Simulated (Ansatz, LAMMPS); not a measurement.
## Squeezing and shearing glassy 48SiO2-24B2O3-14Na2O-14MgO (mol %) (97 atoms)

How stiff is glassy 48SiO2-24B2O3-14Na2O-14MgO (mol %) (97 atoms), and how do its levels respond to strain?

Program: Ansatz 0.2.0. Level of theory: Kohn-Sham DFT, LDA, PAW (set soft_2), plane waves. Values are calculated unless marked as measured.

### 1. Set-up

The cell holds 97 atoms: 14 Si, 14 B, 8 Na, 4 Mg and 57 O. Cell: a = 10.570 Å, b = 10.570 Å, c = 10.570 Å, α = 90.0°, β = 90.0°, γ = 90.0°. 97 atoms (14 Si, 14 B, 8 Na, 4 Mg, 57 O) placed at random at 2.27 g/cm³, melted at 3000 K for 20 ps at fixed volume with the Buckingham and Coulomb pair potential of Guillot and Sator (Geochim. Cosmochim. Acta 71, 1249 (2007)) with the boron terms of Wang et al. (J. Non-Cryst. Solids 498, 294 (2018)). Quenched from 3000 K to 300 K at 50 K/ps and fixed volume, held 10 ps at zero pressure.

Limits known from the start: The quench rate of 50 K/ps is many orders above laboratory rates, so the cell is likely richer in defects and strain than a real sample. The starting topology of bonds comes from the classical model, and needn't be the one that DFT or experiment would give. Only the Γ point is sampled.

### 2. Single point at the start

A single point comes first, to see the forces before anything moves.

Input file input.yaml:

```yaml
crystal:
  lattice:
    - [10.57026, 0.0, 0.0]
    - [0.0, 10.57026, 0.0]
    - [0.0, 0.0, 10.57026]
  atoms:
    - { symbol: Si, position: [0.55544, 0.7456, 0.64305] }
    - { symbol: Si, position: [0.47694, 0.46356, 0.71996] }
    - { symbol: Si, position: [0.31149, 0.87158, 0.50581] }
    - { symbol: Si, position: [0.22882, 0.90853, 0.04475] }
    - { symbol: Si, position: [0.4562, 0.27388, 0.18519] }
    - { symbol: Si, position: [0.39732, 0.06081, 0.8727] }
    - { symbol: Si, position: [0.1271, 0.27356, 0.38348] }
    - { symbol: Si, position: [0.66398, 0.34394, 0.36649] }
    - { symbol: Si, position: [0.07532, 0.49164, 0.68999] }
    - { symbol: Si, position: [0.44439, 0.97426, 0.2505] }
    - { symbol: Si, position: [0.08029, 0.13045, 0.16222] }
    - { symbol: Si, position: [0.95212, 0.23423, 0.61607] }
    - { symbol: Si, position: [0.6627, 0.62362, 0.39094] }
    - { symbol: Si, position: [0.05568, 0.95924, 0.58685] }
    - { symbol: B, position: [0.7223, 0.33657, 0.71743] }
    - { symbol: B, position: [0.40038, 0.58881, 0.32321] }
    - { symbol: B, position: [0.90296, 0.64503, 0.81838] }
    - { symbol: B, position: [0.1328, 0.649, 0.47116] }
    - { symbol: B, position: [0.80685, 0.20294, 0.17481] }
    - { symbol: B, position: [0.18474, 0.36532, 0.14838] }
    - { symbol: B, position: [0.32923, 0.40528, 0.49745] }
    - { symbol: B, position: [0.69305, 0.12017, 0.50948] }
    - { symbol: B, position: [0.83024, 0.33576, 0.9486] }
    - { symbol: B, position: [0.87223, 0.98966, 0.3974] }
    - { symbol: B, position: [0.71399, 0.96051, 0.19714] }
    - { symbol: B, position: [0.59556, 0.99913, 0.718] }
    - { symbol: B, position: [0.43811, 0.30401, 0.93487] }
    - { symbol: B, position: [0.05741, 0.70658, 0.01716] }
    - { symbol: Na, position: [0.21495, 0.76171, 0.76948] }
    - { symbol: Na, position: [0.89667, 0.48792, 0.19406] }
    - { symbol: Na, position: [0.83064, 0.91874, 0.8456] }
    - { symbol: Na, position: [0.58209, 0.832, 0.96538] }
    - { symbol: Na, position: [0.86845, 0.73294, 0.5636] }
    - { symbol: Na, position: [0.35427, 0.59242, 0.00308] }
    - { symbol: Na, position: [0.41702, 0.13999, 0.51014] }
    - { symbol: Na, position: [0.76485, 0.67942, 0.06947] }
    - { symbol: Mg, position: [0.92293, 0.76821, 0.28092] }
    - { symbol: Mg, position: [0.09908, 0.40288, 0.93277] }
    - { symbol: Mg, position: [0.67858, 0.10647, 0.99849] }
    - { symbol: Mg, position: [0.12581, 0.5905, 0.23175] }
    - { symbol: O, position: [0.54883, 0.35783, 0.27112] }
    - { symbol: O, position: [0.27641, 0.96752, 0.9045] }
    - { symbol: O, position: [0.58918, 0.92428, 0.2427] }
    - { symbol: O, position: [0.70138, 0.47755, 0.43285] }
    - { symbol: O, position: [0.97355, 0.92625, 0.4542] }
    - { symbol: O, position: [0.51187, 0.27906, 0.04187] }
    - { symbol: O, position: [0.80158, 0.2757, 0.63311] }
    - { symbol: O, position: [0.14031, 0.14507, 0.30519] }
    - { symbol: O, position: [0.03116, 0.65647, 0.38848] }
    - { symbol: O, position: [0.1241, 0.00232, 0.09979] }
    - { symbol: O, position: [0.34599, 0.91204, 0.14209] }
    - { symbol: O, position: [0.42475, 0.80361, 0.58678] }
    - { symbol: O, position: [0.64551, 0.70412, 0.52631] }
    - { symbol: O, position: [0.31812, 0.33485, 0.16691] }
    - { symbol: O, position: [0.62565, 0.22058, 0.46016] }
    - { symbol: O, position: [0.60581, 0.38488, 0.6817] }
    - { symbol: O, position: [0.5297, 0.62117, 0.31636] }
    - { symbol: O, position: [0.0003, 0.68053, 0.90225] }
    - { symbol: O, position: [0.50333, 0.61626, 0.71018] }
    - { symbol: O, position: [0.15654, 0.48062, 0.08772] }
    - { symbol: O, position: [0.02197, 0.8361, 0.67243] }
    - { symbol: O, position: [0.00581, 0.26509, 0.47614] }
    - { symbol: O, position: [0.81191, 0.08803, 0.45702] }
    - { symbol: O, position: [0.94076, 0.56983, 0.71464] }
    - { symbol: O, position: [0.25493, 0.30576, 0.46377] }
    - { symbol: O, position: [0.77769, 0.30867, 0.26092] }
    - { symbol: O, position: [0.75153, 0.91449, 0.07801] }
    - { symbol: O, position: [0.71435, 0.1039, 0.19089] }
    - { symbol: O, position: [0.17232, 0.77011, 0.01828] }
    - { symbol: O, position: [0.67568, 0.07335, 0.80143] }
    - { symbol: O, position: [0.99779, 0.08776, 0.65315] }
    - { symbol: O, position: [0.75285, 0.33329, 0.84375] }
    - { symbol: O, position: [0.46336, 0.04372, 0.73462] }
    - { symbol: O, position: [0.20566, 0.96306, 0.56348] }
    - { symbol: O, position: [0.7689, 0.66365, 0.28781] }
    - { symbol: O, position: [0.12932, 0.54988, 0.55804] }
    - { symbol: O, position: [0.30442, 0.63798, 0.2528] }
    - { symbol: O, position: [0.37639, 0.93052, 0.37756] }
    [... 13 atom lines left out ...]
    - { symbol: O, position: [0.63227, 0.03105, 0.5873] }
    - { symbol: O, position: [0.16607, 0.52009, 0.80604] }
    - { symbol: O, position: [0.43725, 0.12755, 0.23744] }
    - { symbol: O, position: [0.22172, 0.74221, 0.47957] }
    - { symbol: O, position: [0.92851, 0.14002, 0.20135] }
    - { symbol: O, position: [0.35574, 0.21035, 0.89689] }
kpoints:
  mp_grid: { grid: [1, 1, 1] }
hamiltonian:
  xc: lda
scf:
  occupations: { method: fermi_dirac, width: 0.025 }
output:
  forces: true
```

Command:

```sh
ansatz run input.yaml --threads 4 --pin off --max-ram 8192MiB --backend cpu --events-out ev --progress --plain --runs-dir out
```

Output:

```text
[...]
Pseudopotentials: kind: paw
Pseudopotential: Si, paw, valence charge 4, recommended cutoff 420 eV (normal), Si.paw.azcp
Pseudopotential: B, paw, valence charge 3, recommended cutoff 420 eV (normal), B.paw.azcp
Pseudopotential: Na, paw, valence charge 9, recommended cutoff 420 eV (normal), Na.paw.azcp
Pseudopotential: Mg, paw, valence charge 10, recommended cutoff 420 eV (normal), Mg.paw.azcp
Pseudopotential: O, paw, valence charge 6, recommended cutoff 420 eV (normal), O.paw.azcp
[...]
Crystal: 97 atoms, lattice volume = 1181.019 Å³
Basis set: ecut = 420 eV, 22983 PW (Γ)
Bands: 373, of which v1, the nominal top of the filled ones, is band 276 counted from 1 (275 counted from 0)
Symmetry: 1 space group operations
Space group: P1 (ITA 1), of the structure as read, at distance tolerance 1.1e-4 Å
k-points: 1
[...]
Initial density: superposition of atomic densities (neutral atoms: chi_scale 0, normalization atom), corrected by the library's trained network
Initial wavefunctions: pseudopotential atomic-orbital guess
[...]
SCF iter   1: F=—  HF=-61700.957009 eV  |F-HF|=—  |Δ(HF+E_count)|=         —  Δρ=1.36e-2  dr2=2.03e0  ethr=1.77e-3  ⟨swp⟩=6.0  Hψ=1607  notcnv=0  defer=51
preconditioner: auto → Resta (q_TF=auto, 2.403 Å⁻¹)  ε∞=3.0  [insulator: Δε(μ)=1.674 eV  Ē_g=16.980 eV  σ=0.025 eV  W_gap=1.00  n_scr=256 (ndim 8)  ℏωp=24.3 eV  f_vac=0.152  D(μ)=0.00/eV (n_scr^D=0)  ε∞_Penn≈3.0]
SCF iter   2: F=—  HF=-61700.349073 eV  |F-HF|=—  |Δ(HF+E_count)|=   6.08e-1  Δρ=4.05e-3  dr2=1.27e-1  ethr=3.68e-4  ⟨swp⟩=2.0  Hψ=617  notcnv=0  defer=89
SCF iter   3: F=—  HF=-61700.314195 eV  |F-HF|=—  |Δ(HF+E_count)|=   3.49e-2  Δρ=1.79e-3  dr2=4.23e-2  ethr=2.30e-5  ⟨swp⟩=2.0  Hψ=537  notcnv=0  defer=36
automatic band count: iteration 3 solves 320 bands in place of 373: the levels show a gap, and the empty bands left out lie too high to hold charge; the band table lists the bands solved (type scf.n_extra_bands for more)
SCF iter   4: F=—  HF=-61700.302456 eV  |F-HF|=—  |Δ(HF+E_count)|=   1.17e-2  Δρ=9.31e-4  dr2=9.44e-3  ethr=7.66e-6  ⟨swp⟩=2.0  Hψ=472  notcnv=0  defer=36
SCF iter   5: F=—  HF=-61700.300503 eV  |F-HF|=—  |Δ(HF+E_count)|=   1.95e-3  Δρ=2.51e-4  dr2=9.22e-4  ethr=1.71e-6  ⟨swp⟩=3.0  Hψ=631  notcnv=0  defer=34
[...]
SCF iter  10: F=—  HF=-61700.302070 eV  |F-HF|=—  |Δ(HF+E_count)|=   1.55e-7  Δρ=3.67e-6  dr2=2.00e-7  ethr=2.32e-10  ⟨swp⟩=2.0  Hψ=537  notcnv=0  defer=34
SCF iter  11: F=-61700.302070 eV  HF=-61700.302070 eV  |F-HF|=1.07e-8  |Δ(HF+E_count)|=   6.04e-8  Δρ=1.23e-6  dr2=2.64e-8  ethr=1.81e-11  ⟨swp⟩=4.0  Hψ=1124  notcnv=0
SCF 1 converged in 11 iterations: F = -61700.302070 eV  dr2 = 2.64e-8
[...]
SCF converged after 11 iterations
Free energy (F): -61700.302070 eV
Harris-Foulkes:  -61700.302070 eV  (|F-HF|=1.07e-8)
Internal energy: -61700.302070 eV  (E = F + TS)
E sigma→0 (E₀):  -61700.302070 eV
Fermi energy:    5.579794 eV
--- Per-component energies (eV) ---
[...]
Σ components = -61700.302070   (vs F -61700.302070, Δ=0.00e0)
--- Forces (eV/Å), atoms counted from 1 ---
  atom   1  Si    -0.43143952     1.52538586     0.74372071
  atom   2  Si     1.88715363    -0.62660278    -1.16289025
  atom   3  Si     0.53983394    -3.77524337    -1.88849685
  atom   4  Si     2.14723376     2.13657597    -0.19611376
[...]
atom  97  O      0.13316325     1.04069326    -0.65997960
  max |Σ_I F_I| component: 2.06e-4 eV/Å
```

Run time: 7.8 s. Hardware: 4 threads of Intel Xeon Platinum 8375C at 2.90GHz (Ice Lake), shared host; peak memory 1.5 GiB; 25 s of CPU time.

The column dr2 measures how far the density is from self-consistency, as an energy; F and HF (Harris–Foulkes) agree once it is small.

The r.m.s. force at the start is 1.1 eV/Å.

### 3. Cell and atoms relaxed

Cell and atoms are freed together, to release stress as well as forces.

Input file input.yaml:

```yaml
crystal:
  lattice:
    - [10.57026, 0.0, 0.0]
    - [0.0, 10.57026, 0.0]
    - [0.0, 0.0, 10.57026]
  atoms:
    [... the 97 atom lines of step 2 ...]
kpoints:
  mp_grid: { grid: [1, 1, 1] }
hamiltonian:
  xc: lda
scf:
  occupations: { method: fermi_dirac, width: 0.025 }
output:
  forces: true
relax:
  f_tol: 0.05
  max_steps: 150
  cell: {}
```

Output:

```text
[...]
Crystal: 97 atoms, lattice volume = 1181.019 Å³
Basis set: ecut = 420 eV, 22983 PW (Γ)
Bands: 373, of which v1, the nominal top of the filled ones, is band 276 counted from 1 (275 counted from 0)
Symmetry: 1 space group operations
[...]
k-points: 1
[...]
SCF iter   1: F=—  HF=-61700.957009 eV  |F-HF|=—  |Δ(HF+E_count)|=         —  Δρ=1.36e-2  dr2=2.03e0  ethr=1.77e-3  ⟨swp⟩=6.0  Hψ=1607  notcnv=0  defer=51
[...]
SCF iter  11: F=-61700.302070 eV  HF=-61700.302070 eV  |F-HF|=1.08e-8  |Δ(HF+E_count)|=   5.83e-8  Δρ=1.22e-6  dr2=2.61e-8  ethr=1.81e-11  ⟨swp⟩=4.0  Hψ=1177  notcnv=0
SCF 1 converged in 11 iterations: F = -61700.302070 eV  dr2 = 2.61e-8
[...]
relax step   1: F+E_penalty+E_count = -61700.30206970 eV  Δ(F+E_penalty+E_count) = +0.000e0 eV  max|allowed force component| = 3.775e0 eV/Å  Δτ_max = 0.0000 Å  P = -6.752 GPa  Ω = 1181.019 Å³  (11 SCF iters, dr2 threshold 1.00e-7 eV, accepted)
[... from here on, the SCF cycles and remarks between the steps are left out ...]
relax step   2: F+E_penalty+E_count = -61705.46011616 eV  Δ(F+E_penalty+E_count) = -5.158e0 eV  max|allowed force component| = 2.498e0 eV/Å  Δτ_max = 0.1949 Å  P = -3.323 GPa  Ω = 1148.191 Å³  energy of the carried Pulay correction = +1.705e-1 eV  (8 SCF iters, dr2 threshold 9.70e-6 eV, accepted)
relax step   3: F+E_penalty+E_count = -61708.10445976 eV  Δ(F+E_penalty+E_count) = -2.644e0 eV  max|allowed force component| = 1.767e0 eV/Å  Δτ_max = 0.1969 Å  P = +0.993 GPa  Ω = 1113.097 Å³  energy of the carried Pulay correction = +3.583e-1 eV  (8 SCF iters, dr2 threshold 9.70e-6 eV, accepted)
relax step   4: F+E_penalty+E_count = -61708.94388512 eV  Δ(F+E_penalty+E_count) = -8.394e-1 eV  max|allowed force component| = 6.113e-1 eV/Å  Δτ_max = 0.2000 Å  P = +0.678 GPa  Ω = 1117.287 Å³  energy of the carried Pulay correction = +3.356e-1 eV  (7 SCF iters, dr2 threshold 9.70e-6 eV, accepted)
relax step   5: F+E_penalty+E_count = -61709.28222655 eV  Δ(F+E_penalty+E_count) = -3.383e-1 eV  max|allowed force component| = 4.354e-1 eV/Å  Δτ_max = 0.1948 Å  P = -0.037 GPa  Ω = 1124.561 Å³  energy of the carried Pulay correction = +2.963e-1 eV  (7 SCF iters, dr2 threshold 9.70e-6 eV, accepted)
relax step   6: F+E_penalty+E_count = -61709.46723922 eV  Δ(F+E_penalty+E_count) = -1.850e-1 eV  max|allowed force component| = 3.004e-1 eV/Å  Δτ_max = 0.2000 Å  P = -0.130 GPa  Ω = 1125.661 Å³  energy of the carried Pulay correction = +2.904e-1 eV  (7 SCF iters, dr2 threshold 9.70e-6 eV, accepted)
relax step   7: F+E_penalty+E_count = -61709.58077811 eV  Δ(F+E_penalty+E_count) = -1.135e-1 eV  max|allowed force component| = 2.129e-1 eV/Å  Δτ_max = 0.1945 Å  P = -0.098 GPa  Ω = 1126.085 Å³  energy of the carried Pulay correction = +2.881e-1 eV  (7 SCF iters, dr2 threshold 5.64e-6 eV, accepted)
relax step   8: F+E_penalty+E_count = -61709.65147937 eV  Δ(F+E_penalty+E_count) = -7.070e-2 eV  max|allowed force component| = 1.512e-1 eV/Å  Δτ_max = 0.1941 Å  P = -0.027 GPa  Ω = 1125.947 Å³  energy of the carried Pulay correction = +2.889e-1 eV  (7 SCF iters, dr2 threshold 2.83e-6 eV, accepted)
relax step   9: F+E_penalty+E_count = -61709.66934169 eV  Δ(F+E_penalty+E_count) = -1.786e-2 eV  max|allowed force component| = 1.890e-1 eV/Å  Δτ_max = 0.1953 Å  P = +0.037 GPa  Ω = 1126.452 Å³  energy of the carried Pulay correction = +2.862e-1 eV  (8 SCF iters, dr2 threshold 1.43e-6 eV, accepted)
relax step  10: F+E_penalty+E_count = -61709.68030881 eV  Δ(F+E_penalty+E_count) = -1.097e-2 eV  max|allowed force component| = 2.747e-1 eV/Å  Δτ_max = 0.2000 Å  P = -0.092 GPa  Ω = 1128.328 Å³  energy of the carried Pulay correction = +2.761e-1 eV  (7 SCF iters, dr2 threshold 2.23e-6 eV, accepted)
relax step  11: F+E_penalty+E_count = -61709.72715259 eV  Δ(F+E_penalty+E_count) = -4.684e-2 eV  max|allowed force component| = 1.080e-1 eV/Å  Δτ_max = 0.1732 Å  P = +0.025 GPa  Ω = 1126.979 Å³  energy of the carried Pulay correction = +2.833e-1 eV  (7 SCF iters, dr2 threshold 4.72e-6 eV, accepted)
relax step  12: F+E_penalty+E_count = -61709.73132356 eV  Δ(F+E_penalty+E_count) = -4.171e-3 eV  max|allowed force component| = 1.825e-1 eV/Å  Δτ_max = 0.2000 Å  P = -0.083 GPa  Ω = 1125.637 Å³  energy of the carried Pulay correction = +2.905e-1 eV  (8 SCF iters, dr2 threshold 7.30e-7 eV, rejected (line search))
relax step  13: F+E_penalty+E_count = -61709.75478049 eV  Δ(F+E_penalty+E_count) = -2.763e-2 eV  max|allowed force component| = 5.532e-2 eV/Å  Δτ_max = 0.0986 Å  P = -0.014 GPa  Ω = 1125.996 Å³  energy of the carried Pulay correction = +2.886e-1 eV  (12 SCF iters, accepted)
relax step  14: F+E_penalty+E_count = -61709.76521588 eV  Δ(F+E_penalty+E_count) = -1.044e-2 eV  max|allowed force component| = 9.176e-2 eV/Å  Δτ_max = 0.0612 Å  P = -0.051 GPa  Ω = 1124.858 Å³  energy of the carried Pulay correction = +2.947e-1 eV  (8 SCF iters, dr2 threshold 1.91e-7 eV, accepted)
[...]
relax step  25: F+E_penalty+E_count = -61709.90381349 eV  Δ(F+E_penalty+E_count) = -4.133e-2 eV  max|allowed force component| = 1.326e-1 eV/Å  Δτ_max = 0.0976 Å  P = +0.108 GPa  Ω = 1128.366 Å³  energy of the carried Pulay correction = +2.759e-1 eV  (12 SCF iters, accepted)
relax step  26: F+E_penalty+E_count = -61709.91074285 eV  Δ(F+E_penalty+E_count) = -6.929e-3 eV  max|allowed force component| = 1.040e-1 eV/Å  Δτ_max = 0.0819 Å  P = -0.024 GPa  Ω = 1129.172 Å³  energy of the carried Pulay correction = +2.716e-1 eV  (7 SCF iters, dr2 threshold 1.10e-6 eV, accepted)
relax step  27: F+E_penalty+E_count = -61709.89307883 eV  Δ(F+E_penalty+E_count) = +1.766e-2 eV  max|allowed force component| = 3.540e-1 eV/Å  Δτ_max = 0.1186 Å  P = -0.007 GPa  Ω = 1129.358 Å³  energy of the carried Pulay correction = +2.706e-1 eV  (8 SCF iters, dr2 threshold 6.76e-7 eV, rejected (line search))
relax step  28: F+E_penalty+E_count = -61709.91930007 eV  Δ(F+E_penalty+E_count) = -8.557e-3 eV  max|allowed force component| = 4.211e-2 eV/Å  Δτ_max = 0.0388 Å  P = +0.000 GPa  Ω = 1129.055 Å³  energy of the carried Pulay correction = +2.722e-1 eV  (11 SCF iters, accepted)
relax step  29: F+E_penalty+E_count = -61709.77349182 eV  Δ(F+E_penalty+E_count) = +1.458e-1 eV  max|allowed force component| = 4.195e-2 eV/Å  Δτ_max = 0.0000 Å  P = -0.273 GPa  Ω = 1129.055 Å³  stress off target by 4.53e-1 GPa  SCF on the basis re-selected at this cell (its energy is not comparable with the rows above)  (7 SCF iters)
relax step  30: F+E_penalty+E_count = -61709.80488467 eV  Δ(F+E_penalty+E_count) = -3.139e-2 eV  max|allowed force component| = 5.079e-2 eV/Å  Δτ_max = 0.0190 Å  P = +0.034 GPa  Ω = 1124.698 Å³  energy of the carried Pulay correction = +2.240e-2 eV  (7 SCF iters, dr2 threshold 5.13e-7 eV, accepted)
relax step  31: F+E_penalty+E_count = -61709.82053849 eV  Δ(F+E_penalty+E_count) = -1.565e-2 eV  max|allowed force component| = 1.379e-1 eV/Å  Δτ_max = 0.1125 Å  P = -0.096 GPa  Ω = 1119.826 Å³  energy of the carried Pulay correction = +4.705e-2 eV  (9 SCF iters, dr2 threshold 1.61e-7 eV, rejected (line search))
relax step  32: F+E_penalty+E_count = -61709.82819511 eV  Δ(F+E_penalty+E_count) = -2.331e-2 eV  max|allowed force component| = 6.157e-2 eV/Å  Δτ_max = 0.0460 Å  P = +0.039 GPa  Ω = 1121.545 Å³  energy of the carried Pulay correction = +3.842e-2 eV  (11 SCF iters, accepted)
relax step  33: F+E_penalty+E_count = -61709.82886125 eV  Δ(F+E_penalty+E_count) = -6.661e-4 eV  max|allowed force component| = 9.700e-2 eV/Å  Δτ_max = 0.0563 Å  P = -0.147 GPa  Ω = 1119.980 Å³  energy of the carried Pulay correction = +4.621e-2 eV  (8 SCF iters, dr2 threshold 2.37e-7 eV, rejected (line search))
relax step  34: F+E_penalty+E_count = -61709.83630329 eV  Δ(F+E_penalty+E_count) = -8.108e-3 eV  max|allowed force component| = 2.927e-2 eV/Å  Δτ_max = 0.0274 Å  P = -0.025 GPa  Ω = 1120.531 Å³  energy of the carried Pulay correction = +4.351e-2 eV  (11 SCF iters, accepted)
relax step  35: F+E_penalty+E_count = -61709.79268034 eV  Δ(F+E_penalty+E_count) = +4.362e-2 eV  max|allowed force component| = 2.928e-2 eV/Å  Δτ_max = 0.0000 Å  P = -0.063 GPa  Ω = 1120.531 Å³  stress off target by 1.02e-1 GPa  SCF on the basis re-selected at this cell (its energy is not comparable with the rows above)  (5 SCF iters)
relax step  36: F+E_penalty+E_count = -61709.80132184 eV  Δ(F+E_penalty+E_count) = -8.641e-3 eV  max|allowed force component| = 2.201e-2 eV/Å  Δτ_max = 0.0281 Å  P = -0.008 GPa  Ω = 1119.198 Å³  energy of the carried Pulay correction = +6.944e-3 eV  (8 SCF iters, dr2 threshold 2.59e-8 eV, accepted)
relax step  37: F+E_penalty+E_count = -61709.79766811 eV  Δ(F+E_penalty+E_count) = +3.654e-3 eV  max|allowed force component| = 2.206e-2 eV/Å  Δτ_max = 0.0000 Å  P = -0.011 GPa  Ω = 1119.198 Å³  stress off target by 2.60e-2 GPa  SCF on the basis re-selected at this cell (its energy is not comparable with the rows above)  (4 SCF iters)
[...]
SCF converged after 4 iterations
Free energy (F): -61709.797668 eV
[...]
Internal energy: -61709.797668 eV  (E = F + TS)
E sigma→0 (E₀):  -61709.797668 eV
Fermi energy:    5.825244 eV
[...]
--- Forces (eV/Å), atoms counted from 1 ---
  atom   1  Si    -0.00597658    -0.00235260    -0.00260190
  atom   2  Si    -0.00704151    -0.00189194    -0.00180880
  atom   3  Si     0.00245783    -0.00993086    -0.00551464
  atom   4  Si    -0.00692611     0.00022887     0.01422411
  atom   5  Si    -0.00029802     0.00412625     0.00973058
  atom   6  Si     0.00539495    -0.00039703    -0.01373294
  atom   7  Si     0.00105903    -0.01788925    -0.00443283
  atom   8  Si    -0.00196791     0.00570070     0.00726959
  atom   9  Si     0.00906942    -0.00259199    -0.00349185
  atom  10  Si     0.00269235     0.00381349     0.00827393
  atom  11  Si     0.00063114     0.00085916     0.01197564
  atom  12  Si    -0.00515570    -0.00850021     0.00355192
  atom  13  Si    -0.00448158     0.00152377     0.00898149
  atom  14  Si    -0.00375036     0.00819875     0.00398464
[...]
atom  96  O     -0.00393511    -0.00201387    -0.00404715
  atom  97  O     -0.00309511    -0.00059688    -0.00050454
  max |Σ_I F_I| component: 1.33e-4 eV/Å
--- Stress (GPa, compression-positive) ---
       -0.024498       0.006243       0.001242
        0.006243       0.000008       0.001647
        0.001242       0.001647      -0.008488
  P = ⅓ Tr σ = -0.0110 GPa (-0.110 kbar)
--- Relaxed structure (34 steps of the walk, 28 accepted, 3 SCFs on fresh bases) ---
  F+E_penalty+E_count = -61709.79766811 eV   max|allowed force component| = 2.206e-2 eV/Å   (the final SCF, on the basis selected at the relaxed cell)
  cell:  # Å, volume = 1119.1979 Å³
    - [10.437268, 0.057540, 0.340185]
    - [0.057540, 10.255258, 0.00831979]
    - [0.340185, 0.00831979, 10.467606]
  atoms:
    - { symbol: Si, position: [0.519740, 0.745088, 0.627071] }
    - { symbol: Si, position: [0.477069, 0.463049, 0.721918] }
    - { symbol: Si, position: [0.291794, 0.863328, 0.483628] }
    - { symbol: Si, position: [0.243721, 0.915084, 0.032233] }
[...]
- { symbol: O, position: [0.378753, 0.214219, 0.874963] }
```

The job ended after 5 min (4 threads; peak memory 1.5 GiB).

The relaxation converged after 34 steps, with a largest force component of 0.022 eV/Å.

[end of part 1 of 3]

[Long decimals in the printed logs are rounded to 6 places.]

[Logs are printed without paths, hosts, clocks, repeated set-up lines and the standing remarks that a program may print on its own settings, such as how far it seeks lower states.]

[Hosts, paths, dates, database ids (printed as entryN), source tags and the programs' standing remarks are cut or masked in the printed files.]
